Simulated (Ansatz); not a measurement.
G0W0 rungs for AlIn2N3 (Cmc2_1).

```
Al In N
1.0
     5.14810   -2.96287    0.00000
     5.14810    2.96287    0.00000
     0.00000    0.00000    5.50004
Al In N
2 4 6
Direct
  0.34124 0.65876 0.98922
  0.65876 0.34124 0.48922
  0.98830 0.33541 0.98712
  0.66459 0.01171 0.98712
  0.01171 0.66459 0.48712
  0.33541 0.98830 0.48712
  0.96886 0.33296 0.38564
  0.66704 0.03114 0.38564
  0.03114 0.66704 0.88564
  0.33296 0.96886 0.88564
  0.36864 0.63136 0.33727
  0.63136 0.36864 0.83727
```

The cell and positions are those that the Materials Project relaxed with its own functionals (PBE, PBE+U or r2SCAN), kept fixed.

Runs so far (Ansatz 0.2.0, start PBE, PAW set soft_1 files, 6×6×4 mesh). Times are wall times on 1 × NVIDIA H100 80GB HBM3 (shared by 6 runs) with 2 threads of AMD EPYC 7R13 (Zen 3), shared host, good to a factor of about two.

| bands summed | cutoff (eV) | gap on the mesh (eV) | time |
| --- | --- | --- | --- |
| 195 | 54 | 1.347 | 2.4 min |
| 471 | 108 | 1.563 | 5.9 min |

**Question.** What should the next rung give, with 964 bands and screening to 180 eV, and where is the limit?

The error falls about as one over the bands when the cutoff rises with them. A line through the two highest rungs given predicts 1.641 eV; the run gave 1.634 eV, close to it. The two highest rungs put the limit near 1.703 eV, the pair below near 1.716 eV; their difference is a rough measure of what is unsettled in bands and cutoff; the mesh is a separate error.

Gaps are over the mesh's points; an edge off the mesh would be missed. Limits: not at the basis limit; no spin-orbit coupling; coarse k mesh.

[Paths, hosts, dates, memory and timing lines, banners, echoed tables and standing remarks are left out of the program output.]

[Logs are printed without paths, hosts, clocks, repeated set-up lines and the standing remarks that a program may print on its own settings, such as how far it seeks lower states.]

[Runs of the session that timed out or met a known fault of the program may be left out.]

[Cells called generated may have been cut or substituted from an entry of the Crystallography Open Database or the Materials Project.]

[Hosts, paths, dates, database ids (printed as entryN), source tags and the programs' standing remarks are cut or masked in the printed files.]
